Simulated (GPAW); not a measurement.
A computed C K-edge spectrum of one site in a crystal of C and Sc, with its zero at a photon energy of about 278.0 eV (raw 284.7 eV, less 6.7 eV of added terms; LDA puts this hole about 3 eV below PBE, itself good to a few eV). Method: GPAW, LDA, excited-electron core hole (neutral cell) in a small cell, dipole transitions, broadening that rises with energy.

Energy from the lowest empty level; intensity scaled to a mean of 1 over the first 20 eV:

```csv
E (eV),intensity
-2.0,0.00
-1.4,0.00
-0.8,0.01
-0.2,0.11
0.4,0.32
1.0,0.30
1.6,0.35
2.2,0.75
2.8,1.64
3.4,2.14
4.0,2.30
4.6,2.91
5.2,2.42
5.8,1.46
6.4,0.88
7.0,0.63
7.6,0.55
8.2,0.58
8.8,0.72
9.4,0.96
10.0,1.14
10.6,1.09
11.2,0.96
11.8,1.01
12.4,1.19
13.0,1.23
13.6,1.07
14.2,0.85
14.8,0.71
15.4,0.69
16.0,0.69
16.6,0.68
17.2,0.64
17.8,0.60
18.4,0.57
19.0,0.55
19.6,0.52
20.2,0.48
20.8,0.45
21.4,0.44
22.0,0.45
22.6,0.48
23.2,0.52
23.8,0.58
24.4,0.65
25.0,0.73
25.6,0.81
26.2,0.87
26.8,0.92
27.4,0.93
28.0,0.92
28.6,0.89
29.2,0.85
29.8,0.81
30.4,0.75
31.0,0.69
31.6,0.63
```

**Question.** What surroundings does the absorber have?

A K edge sees empty p states; the first features are C p mixed into the empty d states of the Sc neighbours, and the broad ones above probably into the cations' higher empty bands. It is atom 3 of Sc2C (P-3m1), with 6 Sc at 2.28 Å (octahedral, site symmetry -3m). Its main maxima below 24 eV lie at 0.6 eV (0.34), 4.7 eV (2.91), 10.2 eV (1.15) and 12.8 eV (1.24), with a pre-edge feature at 0.6 eV. A near-edge spectrum doesn't fix the structure by itself; it is matched against candidates. The mesh is coarse (0.31 Å⁻¹ between points), so small maxima may be mesh ripples. Lifetime broadening is put in by hand, and intensities beyond about 20 eV depend on it and on the partial waves; weight that the partial waves miss at high energy is lost. The structure is a computed Materials Project entry and may be a hypothetical form.

[Banner, clock and machine lines of the logs are left out without a mark of their own.]

[Logs are printed without paths, hosts, clocks, repeated set-up lines and the standing remarks that a program may print on its own settings, such as how far it seeks lower states.]

[Hosts, paths, dates, database ids (printed as entryN), source tags and the programs' standing remarks are cut or masked in the printed files.]

[Lists of maxima count a maximum above −3 eV only where it reaches 4 % of the highest in the window and stands out from its surroundings by 2 % of it (1.5 % where it reaches 55 %); shoulders and weaker maxima are passed over, and of the rest the first, up to two pre-edge ones and the few strongest are named.]
